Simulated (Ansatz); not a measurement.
# Ru(0001) with 2 thermally displaced layers, 2x2: scattering by thermal displacements, part 2 of 2

How much do lattice vibrations at 500 K scatter the electrons of Ru? Layers with random displacements are laid between perfect leads, and the resistance is followed against their length.

Ansatz 0.2.0; Ansatz plane-wave DFT, PBE, PAW files; ballistic transport by layer matching (Landauer), zero bias; PAW set soft_1.

So far, open channels per spin nearest the Fermi level: step 2 (with 2 displaced layers) 5.16.

## (3) With 6 displaced layers

Each atom of 6 layers is moved at random, by amounts drawn from a normal law 0.0456 Å wide in each direction from the Debye model (600 K) at 500 K. A fresh draw is used; the growth of the resistance with length is what counts.

System of this step: Ru(0001) with 6 thermally displaced layers, 2x2. The cell holds 64 atoms: 64 Ru. Cell: a = 5.412 Å, b = 5.412 Å, c = 34.255 Å, α = 90.0°, β = 90.0°, γ = 120.0°. It derives from Ru. Regions: lead, 40 atoms (40 Ru); scattering region, 24 atoms (24 Ru). The structure is stacked along c, and the current runs across the ab planes.

File input.yaml:

```yaml
crystal:
  lattice:
    - [5.4116, 0.0, 0.0]
    - [-2.7058, 4.6865830751, 0.0]
    - [0.0, 0.0, 34.2552]
  atoms:
    - { symbol: Ru, position: [0.1666666667, 0.3333333333, 0.03125] }
    - { symbol: Ru, position: [0.1666666667, 0.8333333333, 0.03125] }
    - { symbol: Ru, position: [0.6666666667, 0.3333333333, 0.03125] }
    - { symbol: Ru, position: [0.6666666667, 0.8333333333, 0.03125] }
    - { symbol: Ru, position: [0.3333333333, 0.1666666667, 0.09375] }
    - { symbol: Ru, position: [0.3333333333, 0.6666666667, 0.09375] }
    - { symbol: Ru, position: [0.8333333333, 0.1666666667, 0.09375] }
    - { symbol: Ru, position: [0.8333333333, 0.6666666667, 0.09375] }
    - { symbol: Ru, position: [0.1666666667, 0.3333333333, 0.15625] }
    - { symbol: Ru, position: [0.1666666667, 0.8333333333, 0.15625] }
    - { symbol: Ru, position: [0.6666666667, 0.3333333333, 0.15625] }
    - { symbol: Ru, position: [0.6666666667, 0.8333333333, 0.15625] }
    - { symbol: Ru, position: [0.3333333333, 0.1666666667, 0.21875] }
    - { symbol: Ru, position: [0.3333333333, 0.6666666667, 0.21875] }
    - { symbol: Ru, position: [0.8333333333, 0.1666666667, 0.21875] }
    - { symbol: Ru, position: [0.8333333333, 0.6666666667, 0.21875] }
    - { symbol: Ru, position: [0.1666666667, 0.3333333333, 0.28125] }
    - { symbol: Ru, position: [0.1666666667, 0.8333333333, 0.28125] }
    - { symbol: Ru, position: [0.6666666667, 0.3333333333, 0.28125] }
    - { symbol: Ru, position: [0.6666666667, 0.8333333333, 0.28125] }
    - { symbol: Ru, position: [0.325341492, 0.1608847695, 0.3433728382] }
    - { symbol: Ru, position: [0.3309239863, 0.674121714, 0.3416256698] }
    - { symbol: Ru, position: [0.8372289479, 0.1605809841, 0.3430233747] }
    - { symbol: Ru, position: [0.821250923, 0.6652634397, 0.343420372] }
    - { symbol: Ru, position: [0.1656833177, 0.3281406303, 0.4063747859] }
    - { symbol: Ru, position: [0.1839868795, 0.8373121948, 0.4054864404] }
    - { symbol: Ru, position: [0.6740700449, 0.3320803205, 0.4070404243] }
    - { symbol: Ru, position: [0.6699268254, 0.8295289386, 0.4036808608] }
    - { symbol: Ru, position: [0.3330867298, 0.1720313766, 0.4682440875] }
    - { symbol: Ru, position: [0.3417962395, 0.6761959046, 0.4680258057] }
    - { symbol: Ru, position: [0.8515960693, 0.1824440262, 0.4701861691] }
    - { symbol: Ru, position: [0.8484872485, 0.677336604, 0.4717507057] }
    - { symbol: Ru, position: [0.1682426696, 0.3333536079, 0.5320527129] }
    - { symbol: Ru, position: [0.1514603183, 0.8182236029, 0.5300760809] }
    - { symbol: Ru, position: [0.6721065013, 0.3379353263, 0.529205165] }
    - { symbol: Ru, position: [0.6492608515, 0.8302578147, 0.5309997039] }
    - { symbol: Ru, position: [0.3361844188, 0.1731978651, 0.5953855316] }
    - { symbol: Ru, position: [0.3382588029, 0.6726270319, 0.5922923282] }
    - { symbol: Ru, position: [0.8245721127, 0.1689648581, 0.5946346413] }
    - { symbol: Ru, position: [0.8423350644, 0.6724330237, 0.5947937054] }
    - { symbol: Ru, position: [0.1649665433, 0.3162875925, 0.6552728533] }
    - { symbol: Ru, position: [0.1734036515, 0.8391379222, 0.6542374625] }
    - { symbol: Ru, position: [0.6744150915, 0.3290642558, 0.6559406515] }
    - { symbol: Ru, position: [0.6726198992, 0.8406259909, 0.6543425758] }
    - { symbol: Ru, position: [0.3333333333, 0.1666666667, 0.71875] }
    - { symbol: Ru, position: [0.3333333333, 0.6666666667, 0.71875] }
    - { symbol: Ru, position: [0.8333333333, 0.1666666667, 0.71875] }
    - { symbol: Ru, position: [0.8333333333, 0.6666666667, 0.71875] }
    - { symbol: Ru, position: [0.1666666667, 0.3333333333, 0.78125] }
    - { symbol: Ru, position: [0.1666666667, 0.8333333333, 0.78125] }
    - { symbol: Ru, position: [0.6666666667, 0.3333333333, 0.78125] }
    - { symbol: Ru, position: [0.6666666667, 0.8333333333, 0.78125] }
    - { symbol: Ru, position: [0.3333333333, 0.1666666667, 0.84375] }
    - { symbol: Ru, position: [0.3333333333, 0.6666666667, 0.84375] }
    - { symbol: Ru, position: [0.8333333333, 0.1666666667, 0.84375] }
    - { symbol: Ru, position: [0.8333333333, 0.6666666667, 0.84375] }
    - { symbol: Ru, position: [0.1666666667, 0.3333333333, 0.90625] }
    - { symbol: Ru, position: [0.1666666667, 0.8333333333, 0.90625] }
    - { symbol: Ru, position: [0.6666666667, 0.3333333333, 0.90625] }
    - { symbol: Ru, position: [0.6666666667, 0.8333333333, 0.90625] }
    - { symbol: Ru, position: [0.3333333333, 0.1666666667, 0.96875] }
    - { symbol: Ru, position: [0.3333333333, 0.6666666667, 0.96875] }
    - { symbol: Ru, position: [0.8333333333, 0.1666666667, 0.96875] }
    - { symbol: Ru, position: [0.8333333333, 0.6666666667, 0.96875] }
kpoints:
  mp_grid: { grid: [5, 5, 1] }
hamiltonian:
  xc: pbe
  pseudopotentials: { kind: paw, azcp: { folder: soft_1 } }
scf:
  occupations: { method: fermi_dirac, width: 0.1 }
output:
  transmission:
    leads: [[0, 8]]
    kmesh: [10, 10]
    e_range: [-0.05, 0.05]
    de: 0.05
  write_potential: true
  write_density: true
  volumetric_format: npy
```

The run is started by

```
$ ansatz run input.yaml --threads 4 --pin off --max-ram 15360MiB --backend cpu --events-out ev --progress --plain --runs-dir out
```

Numbers of over 12 decimals in the logs are rounded to 6 here.

What it wrote:

```text
[...]
Crystal: 64 atoms, lattice volume = 868.777 Å³
Basis set: ecut = 420 eV, 16909 PW (Γ)
Bands: 615, of which v1, the nominal top of the filled ones, is band 512 counted from 1 (511 counted from 0)
Symmetry: 1 space group operations
[...]
k-points: 13 of 25 (time reversal used)
[...]
SCF iter   1: F=—  HF=-376277.754656 eV  |F-HF|=—  |Δ(HF+E_count)|=         —  Δρ=1.22e-1  dr2=1.24e2  ethr=3.10e-3  ⟨swp⟩=5.0  Hψ=25867  notcnv=0  defer=2
[...]
SCF iter   9: F=-376238.306358 eV  HF=-376238.306358 eV  |F-HF|=1.68e-8  |Δ(HF+E_count)|=   5.18e-9  Δρ=9.99e-7  dr2=2.02e-8  ethr=9.77e-12  ⟨swp⟩=7.2  Hψ=17459  notcnv=0
SCF 1 converged in 9 iterations: F = -376238.306358 eV  dr2 = 2.02e-8
[...]
transmission: 329 of 3276 steps passed
transmission: 656 of 3276 steps passed
[...]
transmission: 3276 of 3276 steps passed
SCF converged after 9 iterations
Free energy (F): -376238.306358 eV
[...]
Internal energy: -376236.237175 eV  (E = F + TS)
E sigma→0 (E₀):  -376237.271766 eV
Entropy (-TS):   -2.069183 eV (-32.331 meV/atom)
Fermi energy:    23.368609 eV
[...]
--- Band table (eV; the first three rows and the last of 13) ---
  k-point 0: bands = [... 508 lower, 24.1114, 24.1272, 24.1298, 24.1483, 24.1596, 24.1731, 24.2333, 24.2657, ... 99 higher]
  k-point 1: bands = [... 508 lower, 23.5422, 23.7920, 23.8352, 23.8616, 23.8761, 23.8796, 23.8946, 23.9090, ... 99 higher]
  k-point 2: bands = [... 508 lower, 23.0688, 23.1050, 23.1367, 23.1594, 23.1965, 23.2361, 23.3153, 23.3464, ... 99 higher]
  k-point 12: bands = [... 508 lower, 23.2705, 23.2809, 23.2998, 23.3183, 23.3313, 23.4061, 23.4136, 23.4272, ... 99 higher]
--- Transmission ---
  basis      : 223 plane waves across, 63 finite elements along
  points     : 52, standing for a mesh of 10 x 10
[...]
channels       : 5.280000e0 a spin
[...]
junction   : crystal 0 to crystal 0, 0.70 to 30.67 Å
    transmission   : 4.508244e0 a spin
[...]
```

It took 19 min on 4 threads of Arm Neoverse V1, shared host; peak memory 10 GiB; 71 min of CPU time.

This step gave:

```yaml
free_energy: -376238.3064 eV
energy_at_zero_smearing: -376237.2718 eV
fermi_energy: 23.37 eV
transmission_per_spin_nearest_the_fermi_level: 4.508
open_channels_per_spin_nearest_the_fermi_level: 5.28
step_of_the_lead_s_potential: 1.6 meV
```

Per spin. The transmission, zone mean by energy, zero at the Fermi level:

```tsv
energy (eV)	transmission, zone mean
-0.0500	4.53
0.0000	4.51
0.0500	4.69
```

Over the solved energies the transmission per spin lies between 4.51 and 4.69, out of 5.48 channels of the lead on average (up to 6).

## (4) With 10 displaced layers

Each atom of 10 layers is moved at random, by amounts drawn from a normal law 0.0456 Å wide in each direction from the Debye model (600 K) at 500 K. A fresh draw is used; the growth of the resistance with length is what counts.

System of this step: Ru(0001) with 10 thermally displaced layers, 2x2. The cell holds 80 atoms: 80 Ru. Cell: a = 5.412 Å, b = 5.412 Å, c = 42.819 Å, α = 90.0°, β = 90.0°, γ = 120.0°. It derives from Ru. Regions: lead, 40 atoms (40 Ru); scattering region, 40 atoms (40 Ru). The structure is stacked along c, and the current runs across the ab planes.

File input.yaml:

```yaml
crystal:
  lattice:
    - [5.4116, 0.0, 0.0]
    - [-2.7058, 4.6865830751, 0.0]
    - [0.0, 0.0, 42.819]
  atoms:
    - { symbol: Ru, position: [0.1666666667, 0.3333333333, 0.025] }
    - { symbol: Ru, position: [0.1666666667, 0.8333333333, 0.025] }
    - { symbol: Ru, position: [0.6666666667, 0.3333333333, 0.025] }
    - { symbol: Ru, position: [0.6666666667, 0.8333333333, 0.025] }
    - { symbol: Ru, position: [0.3333333333, 0.1666666667, 0.075] }
    - { symbol: Ru, position: [0.3333333333, 0.6666666667, 0.075] }
    - { symbol: Ru, position: [0.8333333333, 0.1666666667, 0.075] }
    - { symbol: Ru, position: [0.8333333333, 0.6666666667, 0.075] }
    - { symbol: Ru, position: [0.1666666667, 0.3333333333, 0.125] }
    - { symbol: Ru, position: [0.1666666667, 0.8333333333, 0.125] }
    - { symbol: Ru, position: [0.6666666667, 0.3333333333, 0.125] }
    - { symbol: Ru, position: [0.6666666667, 0.8333333333, 0.125] }
    - { symbol: Ru, position: [0.3333333333, 0.1666666667, 0.175] }
    - { symbol: Ru, position: [0.3333333333, 0.6666666667, 0.175] }
    - { symbol: Ru, position: [0.8333333333, 0.1666666667, 0.175] }
    - { symbol: Ru, position: [0.8333333333, 0.6666666667, 0.175] }
    - { symbol: Ru, position: [0.1666666667, 0.3333333333, 0.225] }
    - { symbol: Ru, position: [0.1666666667, 0.8333333333, 0.225] }
    - { symbol: Ru, position: [0.6666666667, 0.3333333333, 0.225] }
    - { symbol: Ru, position: [0.6666666667, 0.8333333333, 0.225] }
    - { symbol: Ru, position: [0.3420492467, 0.1674185988, 0.2741792612] }
    - { symbol: Ru, position: [0.3203819574, 0.6454022304, 0.2743104355] }
    - { symbol: Ru, position: [0.831416991, 0.1597688288, 0.2746507419] }
    - { symbol: Ru, position: [0.8323322015, 0.6671373293, 0.2760867429] }
    - { symbol: Ru, position: [0.1651924016, 0.3308042938, 0.325573533] }
    - { symbol: Ru, position: [0.1824948548, 0.8299989897, 0.3255460854] }
    - { symbol: Ru, position: [0.659922645, 0.3464226675, 0.3257020915] }
    - { symbol: Ru, position: [0.6776081376, 0.8327587789, 0.3238896417] }
    - { symbol: Ru, position: [0.344463948, 0.1739972477, 0.3740768034] }
    - { symbol: Ru, position: [0.3231085938, 0.6710359473, 0.374817507] }
    - { symbol: Ru, position: [0.8523528772, 0.1606911083, 0.374437203] }
    - { symbol: Ru, position: [0.8243010846, 0.6504685321, 0.3740533272] }
    - { symbol: Ru, position: [0.1798812747, 0.3320552577, 0.4243522064] }
    - { symbol: Ru, position: [0.1587745608, 0.8389804328, 0.4257009353] }
    - { symbol: Ru, position: [0.666934149, 0.3295470762, 0.4253253276] }
    - { symbol: Ru, position: [0.6665696134, 0.8267095002, 0.4256626407] }
    - { symbol: Ru, position: [0.3092416002, 0.1541266704, 0.4746763982] }
    - { symbol: Ru, position: [0.3267560401, 0.6553402754, 0.4753500132] }
    - { symbol: Ru, position: [0.8444207076, 0.1710545997, 0.4752390719] }
    - { symbol: Ru, position: [0.842278471, 0.6706012396, 0.4737836244] }
    - { symbol: Ru, position: [0.1712412787, 0.3458957244, 0.5237888401] }
    - { symbol: Ru, position: [0.1652987618, 0.8295478296, 0.5240438255] }
    - { symbol: Ru, position: [0.6586359904, 0.3343160951, 0.5253357748] }
    - { symbol: Ru, position: [0.6622363721, 0.8192658182, 0.5246925575] }
    - { symbol: Ru, position: [0.3408513989, 0.1758774723, 0.5757160662] }
    - { symbol: Ru, position: [0.3456763, 0.6773399145, 0.5758772869] }
    - { symbol: Ru, position: [0.8267476175, 0.1672313035, 0.5742406717] }
    - { symbol: Ru, position: [0.8050934931, 0.6503145138, 0.5772242168] }
    - { symbol: Ru, position: [0.1463476277, 0.311521534, 0.6243772697] }
    - { symbol: Ru, position: [0.1792563424, 0.8328959724, 0.6254345147] }
    - { symbol: Ru, position: [0.6639844259, 0.3325236585, 0.6263486881] }
    - { symbol: Ru, position: [0.6729533055, 0.8324942545, 0.6259493698] }
    - { symbol: Ru, position: [0.3413195912, 0.1645345594, 0.6752874701] }
    - { symbol: Ru, position: [0.3322236304, 0.6601652975, 0.6762254213] }
    - { symbol: Ru, position: [0.8289127503, 0.1606402987, 0.6732156636] }
    - { symbol: Ru, position: [0.8300922756, 0.6815064054, 0.6737860952] }
    - { symbol: Ru, position: [0.1684997877, 0.3297616353, 0.7255444462] }
    - { symbol: Ru, position: [0.1679650241, 0.8257814213, 0.7246892311] }
    - { symbol: Ru, position: [0.6680609116, 0.3344476853, 0.7249696436] }
    - { symbol: Ru, position: [0.6670889438, 0.8394563985, 0.7264024103] }
    - { symbol: Ru, position: [0.3333333333, 0.1666666667, 0.775] }
    - { symbol: Ru, position: [0.3333333333, 0.6666666667, 0.775] }
    - { symbol: Ru, position: [0.8333333333, 0.1666666667, 0.775] }
    - { symbol: Ru, position: [0.8333333333, 0.6666666667, 0.775] }
    - { symbol: Ru, position: [0.1666666667, 0.3333333333, 0.825] }
    - { symbol: Ru, position: [0.1666666667, 0.8333333333, 0.825] }
    - { symbol: Ru, position: [0.6666666667, 0.3333333333, 0.825] }
    - { symbol: Ru, position: [0.6666666667, 0.8333333333, 0.825] }
    - { symbol: Ru, position: [0.3333333333, 0.1666666667, 0.875] }
    - { symbol: Ru, position: [0.3333333333, 0.6666666667, 0.875] }
    - { symbol: Ru, position: [0.8333333333, 0.1666666667, 0.875] }
    - { symbol: Ru, position: [0.8333333333, 0.6666666667, 0.875] }
    - { symbol: Ru, position: [0.1666666667, 0.3333333333, 0.925] }
    - { symbol: Ru, position: [0.1666666667, 0.8333333333, 0.925] }
    - { symbol: Ru, position: [0.6666666667, 0.3333333333, 0.925] }
    - { symbol: Ru, position: [0.6666666667, 0.8333333333, 0.925] }
    - { symbol: Ru, position: [0.3333333333, 0.1666666667, 0.975] }
    - { symbol: Ru, position: [0.3333333333, 0.6666666667, 0.975] }
    - { symbol: Ru, position: [0.8333333333, 0.1666666667, 0.975] }
    - { symbol: Ru, position: [0.8333333333, 0.6666666667, 0.975] }
kpoints:
  mp_grid: { grid: [5, 5, 1] }
hamiltonian:
  xc: pbe
  pseudopotentials: { kind: paw, azcp: { folder: soft_1 } }
scf:
  occupations: { method: fermi_dirac, width: 0.1 }
output:
  transmission:
    leads: [[0, 8]]
    kmesh: [10, 10]
    e_range: [-0.05, 0.05]
    de: 0.05
  write_potential: true
  write_density: true
  volumetric_format: npy
```

What it wrote:

```text
[...]
Crystal: 80 atoms, lattice volume = 1085.972 Å³
Basis set: ecut = 420 eV, 21185 PW (Γ)
Bands: 768, of which v1, the nominal top of the filled ones, is band 640 counted from 1 (639 counted from 0)
Symmetry: 1 space group operations
[...]
k-points: 13 of 25 (time reversal used)
[...]
SCF iter   1: F=—  HF=-470346.654844 eV  |F-HF|=—  |Δ(HF+E_count)|=         —  Δρ=1.22e-1  dr2=1.55e2  ethr=3.10e-3  ⟨swp⟩=5.0  Hψ=32491  notcnv=0  defer=21
[...]
SCF iter  10: F=-470297.420613 eV  HF=-470297.420613 eV  |F-HF|=2.15e-9  |Δ(HF+E_count)|=  5.82e-10  Δρ=2.59e-7  dr2=2.42e-9  ethr=7.81e-12  ⟨swp⟩=2.0  Hψ=11208  notcnv=0
SCF 1 converged in 10 iterations: F = -470297.420613 eV  dr2 = 2.42e-9
[...]
transmission: 432 of 4316 steps passed
transmission: 865 of 4316 steps passed
[...]
transmission: 4316 of 4316 steps passed
SCF converged after 10 iterations
Free energy (F): -470297.420613 eV
[...]
Internal energy: -470294.879254 eV  (E = F + TS)
E sigma→0 (E₀):  -470296.149934 eV
Entropy (-TS):   -2.541359 eV (-31.767 meV/atom)
Fermi energy:    23.362716 eV
[...]
--- Band table (eV; the first three rows and the last of 13) ---
  k-point 0: bands = [... 636 lower, 24.2410, 24.2639, 24.3257, 24.3529, 24.3786, 24.3848, 24.3921, 24.4098, ... 124 higher]
  k-point 1: bands = [... 636 lower, 23.6206, 23.6472, 23.6696, 23.8134, 23.8219, 23.8294, 23.8474, 23.8706, ... 124 higher]
  k-point 2: bands = [... 636 lower, 23.1345, 23.1454, 23.1603, 23.1862, 23.1982, 23.2124, 23.2735, 23.2891, ... 124 higher]
  k-point 12: bands = [... 636 lower, 23.1865, 23.2763, 23.2826, 23.3353, 23.3477, 23.3644, 23.3718, 23.3839, ... 124 higher]
--- Transmission ---
  basis      : 223 plane waves across, 83 finite elements along
  points     : 52, standing for a mesh of 10 x 10
[...]
channels       : 5.280000e0 a spin
[...]
junction   : crystal 0 to crystal 0, 1.44 to 39.98 Å
    transmission   : 3.970409e0 a spin
[...]
```

It took 31 min on 4 threads; peak memory 8.4 GiB; 2 h of CPU time.

Numbers from this step:

* free energy: -470297.4206 eV
* energy at zero smearing: -470296.1499 eV
* Fermi energy: 23.36 eV
* transmission per spin nearest the Fermi level: 3.970
* step of the lead's potential: 1.1 meV

Per spin. Table of transmission, zone mean by energy, zero at the Fermi level:

```tsv
energy (eV)	transmission, zone mean
-0.0500	4.05
0.0000	3.97
0.0500	4.12
```

Over the solved energies the transmission per spin lies between 3.97 and 4.12, out of 5.44 channels of the lead on average (up to 5.88).

## (5) The fit

This step: Ansatz plane-wave DFT, PBE, PAW files; ballistic transport by layer matching (Landauer), zero bias; resistivity from the slope of the area resistance; PAW set soft_1 (Ansatz 0.2.0).

Numbers from this step:

```yaml
resistivity: 10.27 µΩ cm
intercept: -0.01303 fΩ m²
scatter_about_the_fit: 7.64e-4 fΩ m²
```

Resistance, by row:

```tsv
run	length (Å)	T	channels N	RA (fΩ m²)
n2	4.282	5.061	5.32	0.0315
n6	12.85	4.577	5.48	0.1179
n10	21.41	4.045	5.44	0.2075
```

The area resistance by length of the displaced region:

```tsv
length of the displaced region (Å)	area resistance (fΩ m²)
4.28	0.0315
12.85	0.118
21.41	0.207
```

The area resistance goes from 0.032 to 0.21 fΩ m² between 4.3 and 21.4 Å, a slope of 10 µΩ cm.

By hand from the end points: (0.2075 − 0.03150) fΩ m² / (21.41 − 4.28) Å = 10 µΩ cm, since 1 fΩ m² per Å is 1000 µΩ cm.

## (6) Outcome

```
resistivity from the slope  : 10.3 µΩ cm
area resistance over 4.28 Å : 0.0315 fΩ m²
area resistance over 12.8 Å : 0.118 fΩ m²
area resistance over 21.4 Å : 0.207 fΩ m²
```

What this shows: The slope gives 10 µΩ cm. The points scatter by 7.6e-4 fΩ m² about the line, with one random draw a length in a 2x2 cell, so the slope is a rough value. The mean square of the displacements drawn is 0.84, 0.86 and 0.90 of the nominal one at the three lengths; with each resistance scaled back by that, the slope is 11 µΩ cm, the value used below. The lead's own channel count moves between the runs (5.32, 5.48 and 5.44), which shifts RA and the slope too. Read with a model of isotropic scattering on a spherical Fermi surface and the lead's 1.6×10¹⁵ S/m², this slope means a mean free path near 45 Å; over these lengths the model's slope is 1.10 times its bulk resistivity, which would be 10 µΩ cm. Uncorrelated displacements put too much weight on short waves, which scatter strongly; with the sideways repeat of a small cell, one draw and three short lengths, the method is good to a factor of two or three.

[Logs are printed without paths, hosts, clocks, repeated set-up lines and the standing remarks that a program may print on its own settings, such as how far it seeks lower states.]

[Hosts, paths, dates, database ids (printed as entryN), source tags and the programs' standing remarks are cut or masked in the printed files.]
